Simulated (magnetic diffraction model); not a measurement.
## Moment size from magnetic intensity in LiCr₂Cl₅

Space group Cmcm (no. 63), a = 4.9630 Å, b = 12.9960 Å, c = 12.7980 Å.

```
site  atom    x       y       z
  8f    Cr  1/2  0.3658  0.4291
  8f    Cl  1/2  0.1816  0.9320
  8f    Cl  1/2  0.4450  0.8862
  4c    Cl  1/2  0.2705     1/4
  4c    Li  1/2  0.3198     3/4
```

This is a made-up structure (elements placed in a structure type, unrelaxed), so the numbers test the method and describe no known phase.

Only Cr is taken to order (form factors of Cr2+); orders and moment sizes are assumed, and not adapted to the symmetry. Radiation: neutrons of λ = 2.41 Å, 3° to 60°; isotropic B of 0.69 Å² (Cr), 0.94 Å² (Cl) and 1.08 Å² (Li). The intensities are simulated: I ∝ L Σ (|F_N|² + |F_M⊥|²) for unpolarised neutrons, with F_M = 2.695 fm/μB × Σ f(s) S exp(2πi Q·r) exp(−B s²) at Q = H ± k (one set where k and −k are equivalent), only the part normal to Q counting and L = 1/(sin²θ cos θ). For collinear order S is the moment m, which repeats by lattice and centring translations R with the sign exp(−2πi k·R). Form factors are spin-only for 3d ions and dipole or tabulated for f ions, scattering lengths are Sears's of 1992, and absorption is left out. A label names one of the reflections at its angle. The strongest nuclear line in the range is 100, and lines under 0.2 are left out.

In a first state the assumed order is k = (1/2 1/2 1), collinear moments along [001], 3.54 μB on Cr; signs + at (1/2, 0.3658, 0.4291), − at (1/2, 0.3658, 0.0709), + at (0, 0.1342, 0.9291), − at (0, 0.1342, 0.5709), with this pattern:

| 2θ (°) | index | nuclear | magnetic |
| --- | --- | --- | --- |
| 18.47 | (1/2 1/2 1) | 0.0 | 51.3 |
| 21.37 | (0 2 0) | 5.8 | 0.0 |
| 21.71 | (0 0 2) | 19.1 | 0.0 |
| 23.92 | (1/2 -3/2 1) | 0.0 | 3.8 |
| 24.01 | (0 2 1) | 5.3 | 0.0 |
| 26.45 | (1/2 1/2 2) | 0.0 | 1.7 |
| 30.13 | (1 1 0) | 31.9 | 0.0 |
| 30.58 | (1/2 -3/2 2) | 0.0 | 9.7 |
| 30.65 | (0 2 2) | 0.2 | 0.0 |
| 32.09 | (1 1 1) | 1.1 | 0.0 |
| 32.29 | (1/2 5/2 1) | 0.0 | 5.9 |
| 37.61 | (1/2 5/2 2) | 0.0 | 6.2 |
| 39.50 | (0 2 3) | 3.8 | 0.0 |
| 42.08 | (1/2 -7/2 1) | 0.0 | 11.3 |
| 43.34 | (1 3 0) | 28.5 | 0.0 |
| 44.25 | (0 0 4) | 7.3 | 0.0 |
(The table stops after 16 lines; 22 more lie at higher angle.)

**Question.** Nearer the ordering temperature the line at 18.47° has total intensity 37.1 on the same scale, and all moments have shrunk alike. How large is the Cr moment?

The nuclear part, 0.0, stays, so the magnetic part is 37.1 against 51.3. It goes as m², so m = 3.54 × √(37.1/51.3) = 3.01 μB; the value used was 3.01 μB.

[Logs are printed without paths, hosts, clocks, repeated set-up lines and the standing remarks that a program may print on its own settings, such as how far it seeks lower states.]
